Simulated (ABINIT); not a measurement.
Computed results, one entry a study.

### How the form of the self-energy moves the gap of AlN (F-43m)

Symmetry: F-43m, No. 216, cubic system. The conventional cell has a = 4.368 Å, b = 4.368 Å, c = 4.368 Å, α = 90.00°, β = 90.00°, γ = 90.00°. Al has 4 N at 1.89 Å nearest. Nearest to N lie 4 Al at 1.89 Å. Farther neighbours, and contacts between anions beyond the nearest, are not listed.

```
Al N
1.0
     0.00000    2.18399    2.18399
     2.18399    0.00000    2.18399
     2.18399    2.18399    0.00000
Al N
1 1
Direct
  0.00000 0.00000 0.00000
  0.75000 0.75000 0.75000
```

```
method                                   : RPA screening on PBE, plane waves, norm-conserving pseudopotentials (and 3 further levels or steps)
program                                  : ABINIT 10.8.3
settings                                 : cutoff 36 Ha, PseudoDojo scalar-relativistic 0.4.1 standard, norm-conserving, potential set dojo-sr-pbe-0.4.1-standard, ngkpt (6, 6, 6), nband 90, ecuteps 8.4 Ha, gwcalctyp 1, nfreqim 16, inclvkb 2, shiftk (0, 0, 0), symchi 1, awtr 1, frequency ac, 6×6×6 k-mesh
cost                                     : 11 runs, 6.8 min in all on 4 MPI ranks of Arm Neoverse V1, shared host
notes                                    : The cell and positions are those that the Materials Project relaxed with its own functionals (PBE, PBE+U or r2SCAN), kept fixed. This is not the form that AlN usually takes at ambient conditions.
G0W0, Godby-Needs plasmon pole           : 4.504 eV
G0W0, Hybertsen-Louie plasmon pole       : 4.754 eV
G0W0, von der Linden-Horsch plasmon pole : 4.493 eV
G0W0, Engel-Farid plasmon pole           : 4.661 eV
one-shot Hartree-Fock                    : 11.551 eV
G0W0, contour deformation                : 4.566 eV
G0W0, analytic continuation              : 4.606 eV
known limits                             : short of the basis limit
```

G0W0, Hybertsen-Louie plasmon pole: +0.250 eV against G0W0, Godby-Needs plasmon pole. G0W0, von der Linden-Horsch plasmon pole: −0.011 eV against G0W0, Godby-Needs plasmon pole.

[Long decimals in the printed logs are rounded to 6 places.]

[Logs are printed without paths, hosts, clocks, repeated set-up lines and the standing remarks that a program may print on its own settings, such as how far it seeks lower states.]

[Paths, hosts, dates, memory and timing lines, banners, echoed tables and standing remarks are left out of the program output; an Ansatz launch command may be rebuilt from the run's recorded settings. Measured values are a selection of at most five: reports struck by readers or far from the other reports are left out. None is set beside runs whose start may be inverted or whose files or cutoffs have a known fault.]

[Runs of the session that timed out or met a known fault of the program may be left out.]

[Hosts, paths, dates, database ids (printed as entryN), source tags and the programs' standing remarks are cut or masked in the printed files.]

[G0W0 gaps are taken among the corrected bands and points alone; a level outside them can change the order at an edge.]

[Where Ansatz stands beside ABINIT at settings called matched, ABINIT's density can come from a denser mesh and the files from another edition; pairs whose starting gaps differed by over 0.03 eV were left out, so agreement reads better than it is.]
